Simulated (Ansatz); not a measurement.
# MoPbO4 (Wulfenite): the gap up the ladder of methods, part 2 of 2

Wanted: a ladder of band gaps for MoPbO4 (Wulfenite), from density functionals to G0W0.

Ansatz 0.2.0; density functionals, hybrids and G0W0, plane waves, PAW. Known limits of the many-body steps: finite bands, screening cutoff and k mesh; no spin-orbit coupling in G0W0.

So far. Step 4 (HSE06 on the 4×4×4 mesh): Over mesh and listed points the gap is 3.767 eV, from k = (0.000, 0.000, 0.400) to k = (-0.240, 0.240, 0.240). The least direct gap found is 3.882 eV, at k = (-0.240, 0.240, 0.240). On the 4×4×4 mesh alone the same run gives 3.807 eV, so that mesh misses an edge of HSE06: 3.807 − 3.767 = +0.040 eV. HSE06 against r2SCAN: 3.767 − 3.013 = +0.754 eV.

In doubt: masses and optical values from hybrid runs of this build are listed as unsure (step 6), which bears on the screening that GW takes from such a start.

### 6. G0W0@HSE06, 4×4×4 mesh, 898 empty bands, screening to 170 eV, hard PAW files

This step: G0W0 on HSE06, plane waves, PAW.

The input, input.yaml:

```yaml
crystal:
  lattice:
    - [-2.7156, 2.7156, 6.05325]
    - [2.7156, -2.7156, 6.05325]
    - [2.7156, 2.7156, -6.05325]
  atoms:
    - { symbol: Mo, position: [0.25, 0.75, 0.5] }
    - { symbol: Mo, position: [0.5, 0.5, 0.0] }
    - { symbol: Pb, position: [0.75, 0.25, 0.5] }
    - { symbol: Pb, position: [0.0, 0.0, 0.0] }
    - { symbol: O, position: [0.0323, 0.9041, 0.5986] }
    - { symbol: O, position: [0.6541, 0.5555, 0.3718] }
    - { symbol: O, position: [0.3055, 0.4337, 0.4014] }
    - { symbol: O, position: [0.1837, 0.2823, 0.6282] }
    - { symbol: O, position: [0.7177, 0.3459, 0.9014] }
    - { symbol: O, position: [0.0959, 0.6945, 0.1282] }
    - { symbol: O, position: [0.4445, 0.8163, 0.0986] }
    - { symbol: O, position: [0.5663, 0.9677, 0.8718] }
kpoints:
  mp_grid: { grid: [4, 4, 4] }
hamiltonian:
  xc: hse06
  pseudopotentials: { kind: paw, source: ansatz }
scf:
  occupations: { method: fixed }
gw:
  n_empty_bands: 898
  ecut_chi: 170.0
  qp_bands: [v4, c4]
  qp_kpoints: band_edges
  screening: { model: contour_deformation }
```

Run with:

```console
$ ansatz run input.yaml --threads 4 --pin off --max-ram 138240MiB --backend cuda --events-out ev --progress --plain --runs-dir out --devices 1 --max-vram 26GiB
```

Numbers of over 12 decimals in the logs are rounded to 6 here.

Output:

```text
GPUs: using 1 of 1 available (devices: 1).
[...]
GPU FFT provider: cuFFT
GPU libraries: cuBLAS 13.8.2, cuFFT 12.4.0, cuSOLVER 12.3.4
Crystal: 12 atoms, lattice volume = 178.558 Å³
Basis set: ecut = 930 eV, 11483 PW (Γ)
Bands: 72, of which v1, the nominal top of the filled ones, is band 60 counted from 1 (59 counted from 0)
Symmetry: 8 space group operations
[...]
k-points: 14 of 64
[...]
0    63     12.3487   -16.4231    -4.4889   -21.6844  0.7743    13.1287    13.1210  root
     0    64     12.5955   -16.5352    -4.5241   -21.7842  0.7732    13.3275    13.3204  root
[...]
13    61     12.1611   -15.7655    -4.4472   -20.9458  0.7839    12.9003    12.8941  root
    13    62     12.1611   -15.7655    -4.4472   -20.9458  0.7839    12.9003    12.8941  root
    13    63     12.2452   -15.8280    -4.3735   -20.9189  0.7829    12.9687    12.9626  root
    13    64     12.2452   -15.8280    -4.3735   -20.9189  0.7829    12.9687    12.9626  root
[key lines of the parts left out:]
Free energy (F): -45048.092372 eV
Fermi energy:    7.425073 eV
```

It took 8.2 min on 1 × NVIDIA H100 80GB HBM3 (shared by 3 runs) with 4 threads of AMD EPYC 7R13 (Zen 3), shared host; peak memory 7.9 GiB.

Numbers from this step:

- bands summed: 958
- RPA ε∞ on this mesh (eigenvalues): 3.873, 4.130, 4.130
- plane waves in the screening matrix: 909
- G0W0 gap over the corrected points: 4.575 eV
- k of the valence top: 0, 0.25, 0.25
- k of the conduction bottom: 0.25, -0.25, 0.25
- starting gap on the mesh: 3.808 eV
- Z at the valence top: 0.7903
- Z at the conduction bottom: 0.8043
- least direct G0W0 gap over the corrected points: 4.665 eV

Over all 14 irreducible mesh points the G0W0 gap is 4.575 eV, from k = (0.000, 0.250, 0.250) to k = (0.250, -0.250, 0.250). The HSE06 gap of this run on the mesh is 3.808 eV. The two states that bound the G0W0 gap lie that far apart at the start, so the correction of the gap is 4.575 − 3.808 = +0.767 eV. G0W0@HSE06 against G0W0@r2SCAN with 958 bands (a further run, in the table below): 4.575 − 4.304 = +0.271 eV. The runs also differ in plane-wave cutoff (1050 eV and 930 eV), so how much of this comes from the start alone is not known.

### 7. All levels together

Each gap is the least one over the points named; times are wall times on shared hosts, not benchmarks. A G0W0 time includes the run's own self-consistent start. Runs with listed points see these and the mesh alone, so an edge that moves elsewhere is missed. Rows marked * are further runs, not shown as steps, whose inputs differ from the G0W0 step on the same start in the columns given; solver thresholds can differ too.

```csv
level,mesh,"files, cutoff","bands summed, screening",points,gap (eV),valence top,conduction bottom,least direct gap (eV),time
r2SCAN,6×6×6,"soft_2 PAW, 500 eV",-,mesh and path,3.013,"(0.000, 0.000, 0.400)","(-0.240, 0.240, 0.240)",3.131,5.4 s
r2SCAN+SOC,6×6×6,"soft_2 PAW, 500 eV",-,mesh and listed points,2.877,"(0.000, 0.000, 0.400)","(-0.240, 0.240, 0.240)",2.997,19 s
HSE06,4×4×4,"soft_2 PAW, 420 eV",-,mesh and listed points,3.767,"(0.000, 0.000, 0.400)","(-0.240, 0.240, 0.240)",3.882,53 s
G0W0@r2SCAN*,4×4×4,"hard PAW, 1050 eV","465, 100 eV",all 14 irreducible mesh points,4.242,"(0.000, 0.250, 0.250)","(0.250, -0.250, 0.250)",4.333,2 min
G0W0@r2SCAN*,4×4×4,"hard PAW, 1050 eV","958, 170 eV",all 14 irreducible mesh points,4.304,"(0.000, 0.250, 0.250)","(0.250, -0.250, 0.250)",4.390,4 min
G0W0@r2SCAN*,4×4×4,"hard PAW, 1050 eV","1662, 250 eV",all 14 irreducible mesh points,4.357,"(0.000, 0.250, 0.250)","(0.250, -0.250, 0.250)",4.442,6.6 min
G0W0@r2SCAN,4×4×4,"hard PAW, 1050 eV","2714, 350 eV",all 14 irreducible mesh points,4.380,"(0.000, 0.250, 0.250)","(0.250, -0.250, 0.250)",4.463,14 min
G0W0@HSE06,4×4×4,"hard PAW, 930 eV","958, 170 eV",all 14 irreducible mesh points,4.575,"(0.000, 0.250, 0.250)","(0.250, -0.250, 0.250)",4.665,8.2 min
```

### 8. Outcome

| Quantity | Value |
| --- | --- |
| r2SCAN, over mesh and path | 3.013 eV |
| r2SCAN+SOC, over mesh and listed points | 2.877 eV |
| HSE06, over mesh and listed points | 3.767 eV |
| G0W0@r2SCAN (2714 bands, 4×4×4), over all 14 irreducible mesh points | 4.380 eV |
| G0W0@HSE06, over all 14 irreducible mesh points | 4.575 eV |
| known limits | finite bands, screening cutoff and k mesh; no spin-orbit coupling in G0W0 |

What this shows: The rows run from 2.877 eV (r2SCAN+SOC) to 4.575 eV (G0W0@HSE06). They differ in mesh, files, plane-wave cutoff, bands and screening cutoff of G0W0 and the points over which the gap was sought as well as in level, so only pairs that share these are like for like. r2SCAN+SOC against r2SCAN: 2.877 − 3.013 = −0.136 eV, with the same mesh, set of files (read in its fully relativistic form for the spin-orbit run) and cutoff, and both edges at the same k points. The spin-orbit run sees mesh and listed points alone, so its gap is an upper bound: the coupling can move an edge off these points, and the change over the zone, its sign included where it is small, is not known. G0W0@r2SCAN (2714 bands, 4×4×4) moves the gap of its own start on the mesh by 4.380 − 3.057 = +1.323 eV, between the same two levels. Over mesh and path, r2SCAN puts the valence top at k = (0.000, 0.000, 0.400) and conduction bottom at k = (-0.240, 0.240, 0.240), where no G0W0 correction was computed. The G0W0 gap over the whole zone is therefore not known from this run; at its settings it can only be equal to or under the 4.380 eV found, and no correction is carried over from another point. For the start itself the gap is 3.013 eV over mesh and path and 3.057 eV on the mesh of the G0W0 run, in runs that differ in mesh (6×6×6 and 4×4×4), files (soft_2 PAW and hard PAW) and plane-wave cutoff (500 eV and 1050 eV). G0W0@HSE06 moves the gap of its own start on the mesh by 4.575 − 3.808 = +0.767 eV, between the same two levels. Over mesh and listed points, HSE06 puts the valence top at k = (0.000, 0.000, 0.400) and conduction bottom at k = (-0.240, 0.240, 0.240), where no G0W0 correction was computed. The G0W0 gap over the whole zone is therefore not known from this run; at its settings it can only be equal to or under the 4.575 eV found, and no correction is carried over from another point. For the start itself the gap is 3.767 eV over mesh and listed points and 3.808 eV on the mesh of the G0W0 run, in runs that differ in files (soft_2 PAW and hard PAW) and plane-wave cutoff (420 eV and 930 eV). What spin-orbit coupling does to the G0W0 levels was not computed, so no sum with the G0W0 gap is formed. For G0W0@r2SCAN: from 465 bands and 100 eV to 2714 bands and 350 eV the gap moves by 4.380 − 4.242 = +0.138 eV (rung by rung 4.242, 4.304, 4.357, 4.380 eV); bands and screening cutoff rise together, so their parts are not told apart. A line in one over the bands through the two highest rungs gives 4.380 + (4.380 − 4.357) × 1662 / (2714 − 1662) = 4.416 eV, and through the pair below 4.357 + (4.357 − 4.304) × 958 / (1662 − 958) = 4.429 eV. The two agree within 0.03 eV and the same two states bound the gap in each rung, so 4.416 eV is taken as an estimate of the limit on this mesh. The other G0W0 rows are shown at one basis each (958 bands), so their distance from the limit is not known here. The G0W0 runs are scalar-relativistic. No pair of G0W0 runs that differ in the mesh alone is shown (4×4×4 is a supercell whose nearest images lie 22 Å apart), so the error from the mesh is not known here. G0W0 is shown with one set of atomic data (hard PAW), so the error from the files is not known here. Failed or unusable runs of this series, left out of the table: G0W0@r2SCAN (6×6×6 mesh, hard PAW files, 1050 eV, 405 empty bands) reached its time limit after 11 min.

[Paths, hosts, dates, memory and timing lines, banners, echoed tables and standing remarks are left out of the program output.]

[Logs are printed without paths, hosts, clocks, repeated set-up lines and the standing remarks that a program may print on its own settings, such as how far it seeks lower states.]

[Runs of the session that timed out or met a known fault of the program may be left out.]

[Cells called generated may have been cut or substituted from an entry of the Crystallography Open Database or the Materials Project.]

[Hosts, paths, dates, database ids (printed as entryN), source tags and the programs' standing remarks are cut or masked in the printed files.]

[Where an RPA ε∞ is given, it is that of the G0W0 mesh and is not shown converged in it. Names of k-points follow the symmetry that the program found, which can be lower than the space group named. Band edges on a path are those of the sampled points; other points can move an edge, and change direct to indirect where valleys lie close.]

[Hybrid gaps are those of their k-mesh and are not shown converged in it.]
